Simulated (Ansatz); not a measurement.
# How fast states decay through Na5IF4, part 2 of 4

Aim: relax a made-up compound, Na5IF4, and see how good a tunnel barrier it would be. It is built by putting I for Cl, F for Br in the Na5Br4Cl structure of space group I4/mmm, with the volume rescaled by atomic radii. The parent structure comes from the Materials Project.

Ansatz 0.2.0; PBE DFT, plane waves, PAW files (the session's first sound run).

So far. Step 2 (Cell and atoms at rest): The largest force component on a free atom ends at 0.0030 eV/Å.

The structure was built from a prototype and need not be the compound's stable phase.

### Step 3. Band edges

The energy window and the wavevectors of the next steps follow from the band edges, so these are searched first, off the mesh as well.

input.yaml reads:

```yaml
crystal:
  lattice:
    - [-1.9690078057, 1.9690078057, 12.5745677184]
    - [1.9690078057, -1.9690078057, 12.5745677184]
    - [1.9690078057, 1.9690078057, -12.5745677184]
  atoms:
    - { symbol: Na, position: [0.7948817183, 0.7948817183, 0.0] }
    - { symbol: Na, position: [0.2051182817, 0.2051182817, 0.0] }
    - { symbol: Na, position: [0.6207495067, 0.6207495067, 0.0] }
    - { symbol: Na, position: [0.0, 0.0, 0.0] }
    - { symbol: Na, position: [0.3792504933, 0.3792504933, 0.0] }
    - { symbol: F, position: [0.8834789645, 0.8834789645, 0.0] }
    - { symbol: F, position: [0.2929131033, 0.2929131033, 0.0] }
    - { symbol: F, position: [0.7070868967, 0.7070868967, 0.0] }
    - { symbol: F, position: [0.1165210355, 0.1165210355, 0.0] }
    - { symbol: I, position: [0.5, 0.5, 0.0] }
kpoints:
  mp_grid: { grid: [8, 8, 8] }
  band_path: { path: [VBM, CBM], npoints: 30 }
scf:
  occupations: { method: fixed }
hamiltonian:
  xc: pbe
output:
  eigenvalues: true
  write_potential: true
  write_density: true
  volumetric_format: npy
```

Run with:

```
$ ansatz run input.yaml --threads 2 --pin off --max-ram 4096MiB --backend cpu --events-out ev --progress --plain --runs-dir out
```

Numbers of over 12 decimals in the logs are rounded to 6 here.

The program printed:

```text
[...]
Crystal: 10 atoms, lattice volume = 195.006 Å³
Basis set: ecut = 420 eV, 3855 PW (Γ), FFT grids on a1−a2, a2, a1+a3
Bands: 55, of which v1, the nominal top of the filled ones, is band 45 counted from 1 (44 counted from 0)
Symmetry: 16 space group operations
[...]
k-points: 59 of 512
[...]
SCF iter   1: F=—  HF=-18189.388938 eV  |F-HF|=—  |Δ(HF+E_count)|=         —  Δρ=1.03e-3  dr2=2.02e-3  ethr=1.77e-3  ⟨swp⟩=5.6  Hψ=11067  notcnv=0  defer=438
[...]
SCF iter   7: F=-18189.386622 eV  HF=-18189.386622 eV  |F-HF|=3.60e-8  |Δ(HF+E_count)|=   2.26e-8  Δρ=7.72e-6  dr2=6.83e-8  ethr=1.11e-10  ⟨swp⟩=12.6  Hψ=15182  notcnv=0
SCF 1 converged in 7 iterations: F = -18189.386622 eV  dr2 = 6.83e-8
[...]
NSCF: frozen V_eff on 30 k-points
[...]
SCF converged after 7 iterations
Free energy (F): -18189.386622 eV
[...]
Internal energy: -18189.386622 eV  (E = F + TS)
E sigma→0 (E₀):  -18189.386622 eV
Fermi energy:    1.629208 eV
[...]
--- Band table (eV; the first three rows and the last of 59) ---
  k-point 0: bands = [... 41 lower, 0.4166, 0.5989, 1.5047, 1.5047, 5.2784, 6.8271, 7.0828, 7.9303, ... 6 higher]
  k-point 1: bands = [... 41 lower, 0.3744, 0.6537, 1.0094, 1.0987, 5.7818, 7.1138, 7.5442, 8.8435, ... 6 higher]
  k-point 2: bands = [... 41 lower, 0.2858, 0.4677, 0.5125, 0.7097, 6.9784, 7.7935, 8.4967, 9.3572, ... 6 higher]
  k-point 58: bands = [... 41 lower, 0.4315, 0.5136, 1.5047, 1.5047, 5.6385, 5.8854, 7.9301, 7.9782, ... 6 higher]
```

Run time: 27 s. Hardware: 2 threads of Intel Xeon Platinum 8488C (Sapphire Rapids), shared host; peak memory 0.77 GiB; 53 s of CPU time.

In the SCF lines HF is the Harris–Foulkes energy and dr2 the Hartree energy of the density residual, in eV; the loop may stop once dr2 is under the threshold and the program's other checks hold. Hψ counts applications of the Hamiltonian.

This step gave:

```
free energy         : -18189.3866 eV
Fermi energy        : 1.629 eV
gap on the k-mesh   : 3.649 eV
gap on path         : 3.649 eV, by band count; negative where bands overlap
direct gap on path  : 3.774 eV
edge places on path : 0, 0.7978 1/A along the path
```

Electronic bands along the path, in eV, zero at the Fermi level (highest filled level under fixed occupations); v1 is the highest filled band, c1 the lowest empty one:

```
  point     v4     v3     v2     v1    c1    c2    c3    c4
    VBM  -1.22  -1.22  -0.94   0.00  5.54  6.53  6.91  6.95
halfway  -1.21  -1.20  -0.96  -0.06  4.58  5.64  6.12  6.94
    CBM  -1.21  -1.03  -0.12  -0.12  3.65  5.20  5.45  6.30
```

The searched edges give 3.65 eV, as on the mesh.

### Step 4. Decaying states in the gap

This step: PBE DFT, plane waves, PAW files; complex bands by layer matching along the plane's normal (Ansatz 0.2.0).

The same crystal is laid in a cell whose first two vectors span the (001) plane (indices of the standard conventional cell, whose axes can be ordered otherwise than in the bulk input). At fixed energy and wavevector in the plane the solver finds all kz, real and complex. A few wavevectors are listed, (0, 0), (0, -0.5) and (0.5, 0) in units of the plane's reciprocal vectors; the slowest state needn't be among them.

input.yaml reads:

```yaml
crystal:
  lattice:
    - [3.938015611, 0.0, 0.0]
    - [0.0, 3.938015611, 0.0]
    - [1.969007806, 1.969007806, 12.574567718]
  atoms:
    - { symbol: Na, position: [0.2051182817, 0.2051182817, 0.5897634366] }
    - { symbol: Na, position: [0.7948817183, 0.7948817183, 0.4102365634] }
    - { symbol: Na, position: [0.3792504933, 0.3792504933, 0.2414990134] }
    - { symbol: Na, position: [0.0, 0.0, 0.0] }
    - { symbol: Na, position: [0.6207495067, 0.6207495067, 0.7585009866] }
    - { symbol: F, position: [0.1165210355, 0.1165210355, 0.766957929] }
    - { symbol: F, position: [0.7070868967, 0.7070868967, 0.5858262066] }
    - { symbol: F, position: [0.2929131033, 0.2929131033, 0.4141737934] }
    - { symbol: F, position: [0.8834789645, 0.8834789645, 0.233042071] }
    - { symbol: I, position: [0.5, 0.5, 0.0] }
kpoints:
  mp_grid: { grid: [6, 6, 6] }
scf:
  occupations: { method: fixed }
hamiltonian:
  xc: pbe
output:
  eigenvalues: true
  transmission:
    leads: [[0, 0]]
    kpoints: [[0.0, 0.0], [0.0, -0.5], [0.5, 0.0]]
    e_range: [-1.0, 4.65]
    de: 0.14
```

The program printed:

```text
[...]
Crystal: 10 atoms, lattice volume = 195.006 Å³
Basis set: ecut = 420 eV, 3855 PW (Γ)
Bands: 55, of which v1, the nominal top of the filled ones, is band 45 counted from 1 (44 counted from 0)
Symmetry: 16 space group operations
[...]
k-points: 30 of 216
[...]
SCF iter   1: F=—  HF=-18189.388277 eV  |F-HF|=—  |Δ(HF+E_count)|=         —  Δρ=1.04e-3  dr2=2.00e-3  ethr=1.77e-3  ⟨swp⟩=5.5  Hψ=5615  notcnv=0  defer=223
[...]
SCF iter   7: F=-18189.386306 eV  HF=-18189.386306 eV  |F-HF|=4.74e-8  |Δ(HF+E_count)|=   2.76e-8  Δρ=8.10e-6  dr2=7.47e-8  ethr=1.11e-10  ⟨swp⟩=12.3  Hψ=7395  notcnv=0
SCF 1 converged in 7 iterations: F = -18189.386306 eV  dr2 = 7.47e-8
[...]
transmission: 18 of 54 steps passed
transmission: 36 of 54 steps passed
transmission: 54 of 54 steps passed
SCF converged after 7 iterations
Free energy (F): -18189.386306 eV
[...]
Internal energy: -18189.386306 eV  (E = F + TS)
E sigma→0 (E₀):  -18189.386306 eV
Fermi energy:    1.629763 eV
[...]
--- Band table (eV; the first three rows and the last of 30) ---
  k-point 0: bands = [... 41 lower, 0.4165, 0.5990, 1.5053, 1.5053, 5.2782, 6.8269, 7.0828, 7.9307, ... 6 higher]
  k-point 1: bands = [... 41 lower, 0.4238, 0.5812, 1.5052, 1.5052, 5.3314, 6.4969, 7.4344, 7.9307, ... 6 higher]
  k-point 2: bands = [... 41 lower, 0.4294, 0.5395, 1.5052, 1.5052, 5.4817, 6.1190, 7.8276, 7.9305, ... 6 higher]
  k-point 29: bands = [... 41 lower, 0.2321, 0.2729, 0.2942, 0.7864, 7.2325, 8.3963, 8.3963, 9.6445, ... 6 higher]
--- Transmission ---
  basis      : 137 plane waves across, 18 finite elements along
  points     : 3, as listed
  energies   : 41 from -1.000000 to 4.600000 eV about the Fermi level, 0.140000 eV apart; the leads are filled to 1.824217 eV, and channels, transmission and decay are at 1.800000 eV
  crystal 0  : Na5I1F4, at the sites [0, 0], period 12.5746 Å: whole cells are its period
    offset         : up to 0.0000 Å between an atom of the period and one for which it stands
    channels       : 0.000000e0 a spin
    conductance    : none, the energies end too early or step too widely for 300 K: set another output.transmission.e_range or a lower de, or, where they end at an eighth of basis.ecutwfc, a higher one
    slowest decay  : 0.4083 /Å at (0.0000, 0.0000)
```

Run time: 26 s. Hardware: 2 threads; peak memory 0.61 GiB; 37 s of CPU time.

Numbers from this step:

* free energy: -18189.3863 eV
* Fermi energy: 1.630 eV
* gap on the k-mesh: 3.648 eV
* level to which the leads are filled: 1.824 eV from the Fermi level
* decay constant at the filling level, zone centre: 0.4083 Å⁻¹
* decay constant at the filling level, slowest listed point: 0.4083 Å⁻¹

K parallel (0, 0); values up to 1.433 1/Å, a degenerate pair printed once or twice; energies at which all values exceed this have no row. Im kz of the slowest decaying states against energy, zero at the highest filled level on the SCF mesh:

```
energy (eV)  decay 1 (Å⁻¹)  decay 2 (Å⁻¹)  decay 3 (Å⁻¹)  decay 4 (Å⁻¹)
      -1.00          0.104          0.550          0.796              -
      -0.72          0.277          0.686          0.822              -
      -0.58          0.316          0.716          0.832              -
      -0.30          0.368          0.714          0.849              -
      -0.16          0.386          0.615          0.855              -
      -0.02          0.400          0.725          0.861              -
       0.12          0.412          0.814          0.866              -
       0.40          0.427          0.874          0.910              -
       0.54          0.432          0.877          0.943              -
       0.82          0.436          0.882          0.996              -
       0.96          0.436          0.884           1.02           1.43
       1.24          0.432          0.886           1.05           1.40
       1.52          0.423          0.886           1.08           1.37
       1.66          0.416          0.886           1.10           1.36
       1.94          0.399          0.884           1.12           1.33
       2.08          0.388          0.883           1.13           1.31
       2.36          0.362          0.879           1.15           1.29
       2.64          0.329          0.874           1.17           1.25
       2.78          0.309          0.871           1.17           1.24
       3.06          0.261          0.864           1.19           1.21
       3.20          0.231          0.860           1.19           1.20
       3.48          0.145          0.851           1.16           1.21
       3.76          0.841           1.12           1.22           1.43
       3.90          0.835           1.10           1.22           1.43
       4.18         0.0312          0.822           1.07           1.23
       4.32          0.815           1.05           1.24           1.41
       4.60          0.800           1.01           1.25           1.40
```

K parallel (0, -0.5); values up to 1.433 1/Å, a degenerate pair printed once or twice; energies at which all values exceed this have no row. The Im kz of the slowest decaying states by energy, zero at the highest filled level on the SCF mesh:

```
energy (eV)  decay 1 (Å⁻¹)  decay 2 (Å⁻¹)  decay 3 (Å⁻¹)
      -1.00          0.533           1.09           1.40
      -0.86          0.568           1.12              -
      -0.58          0.717           1.10              -
      -0.44          0.796           1.06              -
      -0.16          0.816           1.10              -
      -0.02          0.795           1.14              -
       0.12          0.784           1.17              -
       0.40          0.775           1.21              -
       0.54          0.773           1.22              -
       0.68          0.771           1.23              -
       0.96          0.769           1.25              -
       1.10          0.768           1.25              -
       1.38          0.764           1.27              -
       1.52          0.762           1.27              -
       1.66          0.760           1.28              -
       1.94          0.753           1.29              -
       2.08          0.749           1.29              -
       2.22          0.745           1.30              -
       2.50          0.734           1.31              -
       2.64          0.728           1.32              -
       2.92          0.714           1.35              -
       3.06          0.705           1.37              -
       3.20          0.696           1.40              -
       3.48          0.676              -              -
       3.62          0.665              -              -
       3.76          0.652           1.39              -
       4.04          0.624           1.33              -
       4.18          0.608           1.31              -
       4.46          0.572           1.28              -
       4.60          0.552           1.27              -
```

K parallel (0.5, 0); values up to 1.433 1/Å, a degenerate pair printed once or twice; energies at which all values exceed this have no row. The Im kz of the slowest decaying states by energy, zero at the highest filled level on the SCF mesh:

```
energy (eV)  decay 1 (Å⁻¹)  decay 2 (Å⁻¹)  decay 3 (Å⁻¹)
      -1.00          0.533           1.09           1.40
      -0.86          0.568           1.12              -
      -0.72          0.648           1.12              -
      -0.58          0.717           1.10              -
      -0.44          0.796           1.06              -
      -0.30          0.847           1.04              -
      -0.16          0.816           1.10              -
      -0.02          0.795           1.14              -
       0.12          0.784           1.17              -
       0.26          0.778           1.19              -
       0.40          0.775           1.21              -
       0.54          0.773           1.22              -
       0.68          0.771           1.23              -
       0.82          0.770           1.24              -
       0.96          0.769           1.25              -
       1.10          0.768           1.25              -
       1.24          0.766           1.26              -
       1.38          0.764           1.27              -
       1.52          0.762           1.27              -
       1.66          0.760           1.28              -
       1.94          0.753           1.29              -
       2.08          0.749           1.29              -
       2.22          0.745           1.30              -
       2.36          0.740           1.30              -
       2.50          0.734           1.31              -
       2.64          0.728           1.32              -
       2.78          0.721           1.33              -
       2.92          0.714           1.35              -
       3.06          0.705           1.37              -
       3.20          0.696           1.40              -
       3.34          0.687              -              -
       3.48          0.676              -              -
       3.76          0.652           1.39              -
       3.90          0.639           1.36              -
       4.04          0.624           1.33              -
       4.18          0.608           1.31              -
       4.32          0.591           1.30              -
       4.46          0.572           1.28              -
       4.60          0.552           1.27              -
```

At +1.80 eV, the grid energy nearest the filling level (the middle of the gap on the SCF mesh), the slowest state at the listed wavevectors decays with κ = 0.408 Å⁻¹, its amplitude falling by e over 2.4 Å. Through 1 nm of this crystal that state's transmission falls by exp(−2 × 0.408 Å⁻¹ × 10 Å) = 2.8e-4.

### Step 5. Decay over the two-dimensional zone

The listed points could miss the slowest state, so one energy near mid-gap is solved on a mesh of 8×8.

Edit input.yaml of step 4 so:

```diff
@@ -24,6 +24,2 @@
   eigenvalues: true
-  transmission:
-    leads: [[0, 0]]
-    kpoints: [[0.0, 0.0], [0.0, -0.5], [0.5, 0.0]]
-    e_range: [-1.0, 4.65]
-    de: 0.14
+  transmission: { leads: [[0, 0]], kmesh: [8, 8], e_range: [1.82, 1.83], de: 0.05 }
```

The program printed:

```text
[...]
Crystal: 10 atoms, lattice volume = 195.006 Å³
Basis set: ecut = 420 eV, 3855 PW (Γ)
Bands: 55, of which v1, the nominal top of the filled ones, is band 45 counted from 1 (44 counted from 0)
Symmetry: 16 space group operations
[...]
k-points: 30 of 216
[...]
SCF iter   1: F=—  HF=-18189.388277 eV  |F-HF|=—  |Δ(HF+E_count)|=         —  Δρ=1.04e-3  dr2=2.00e-3  ethr=1.77e-3  ⟨swp⟩=5.5  Hψ=5615  notcnv=0  defer=223
[...]
SCF iter   7: F=-18189.386306 eV  HF=-18189.386306 eV  |F-HF|=4.74e-8  |Δ(HF+E_count)|=   2.76e-8  Δρ=8.10e-6  dr2=7.47e-8  ethr=1.11e-10  ⟨swp⟩=12.3  Hψ=7395  notcnv=0
SCF 1 converged in 7 iterations: F = -18189.386306 eV  dr2 = 7.47e-8
[...]
transmission: 64 of 240 steps passed
transmission: 128 of 240 steps passed
transmission: 192 of 240 steps passed
transmission: 240 of 240 steps passed
SCF converged after 7 iterations
Free energy (F): -18189.386306 eV
[...]
Internal energy: -18189.386306 eV  (E = F + TS)
E sigma→0 (E₀):  -18189.386306 eV
Fermi energy:    1.629763 eV
[...]
--- Band table (eV; the first three rows and the last of 30) ---
  k-point 0: bands = [... 41 lower, 0.4165, 0.5990, 1.5053, 1.5053, 5.2782, 6.8269, 7.0828, 7.9307, ... 6 higher]
  k-point 1: bands = [... 41 lower, 0.4238, 0.5812, 1.5052, 1.5052, 5.3314, 6.4969, 7.4344, 7.9307, ... 6 higher]
  k-point 2: bands = [... 41 lower, 0.4294, 0.5395, 1.5052, 1.5052, 5.4817, 6.1190, 7.8276, 7.9305, ... 6 higher]
  k-point 29: bands = [... 41 lower, 0.2321, 0.2729, 0.2942, 0.7864, 7.2325, 8.3963, 8.3963, 9.6445, ... 6 higher]
--- Transmission ---
  basis      : 137 plane waves across, 16 finite elements along
  points     : 15, standing for a mesh of 8 x 8
  energies   : 1 from 1.820000 to 1.820000 eV about the Fermi level; the leads are filled to 1.824217 eV, and channels, transmission and decay are at 1.820000 eV
  crystal 0  : Na5I1F4, at the sites [0, 0], period 12.5746 Å: whole cells are its period
[...]
channels       : 0.000000e0 a spin
    conductance    : none, crystal 0 has no channel at the energies, or these end too early or step too widely for 300 K: set another output.transmission.e_range or a lower de, or, where they end at an eighth of basis.ecutwfc, a higher one
    slowest decay  : 0.4071 /Å at (0.0000, 0.0000)
```

Wall time 12 s (2 threads); peak memory 0.69 GiB.

Numbers from this step:

| Item | Value |
| --- | --- |
| least decay constant on the mesh | 0.4071 Å⁻¹ |

Slowest decay constant (1/Å; 0 where a channel is open) over k1 and k2. At 1.8200 eV from the Fermi level.

Values, 8 rows by 8 columns:
```
0.768 0.724 0.743 0.740 0.741 0.740 0.743 0.724
0.755 0.743 0.648 0.597 0.578 0.597 0.648 0.743
0.754 0.740 0.597 0.491 0.452 0.491 0.597 0.740
0.756 0.741 0.578 0.452 0.407 0.452 0.578 0.741
0.754 0.740 0.597 0.491 0.452 0.491 0.597 0.740
0.755 0.743 0.648 0.597 0.578 0.597 0.648 0.743
0.768 0.724 0.743 0.740 0.741 0.740 0.743 0.724
0.713 0.768 0.755 0.754 0.756 0.754 0.755 0.768
```
Columns: k1 (b1) from -0.5 to 0.375; rows upwards: k2 (b2) from -0.5 to 0.375.

The least value on the mesh is 0.407 Å⁻¹ at +1.82 eV. At that energy the listed points give about 0.407 Å⁻¹ by interpolation, so the mesh holds no clearly slower state.

[end of part 2 of 4]

[Logs are printed without paths, hosts, clocks, repeated set-up lines and the standing remarks that a program may print on its own settings, such as how far it seeks lower states.]

[Hosts, paths, dates, database ids (printed as entryN), source tags and the programs' standing remarks are cut or masked in the printed files.]
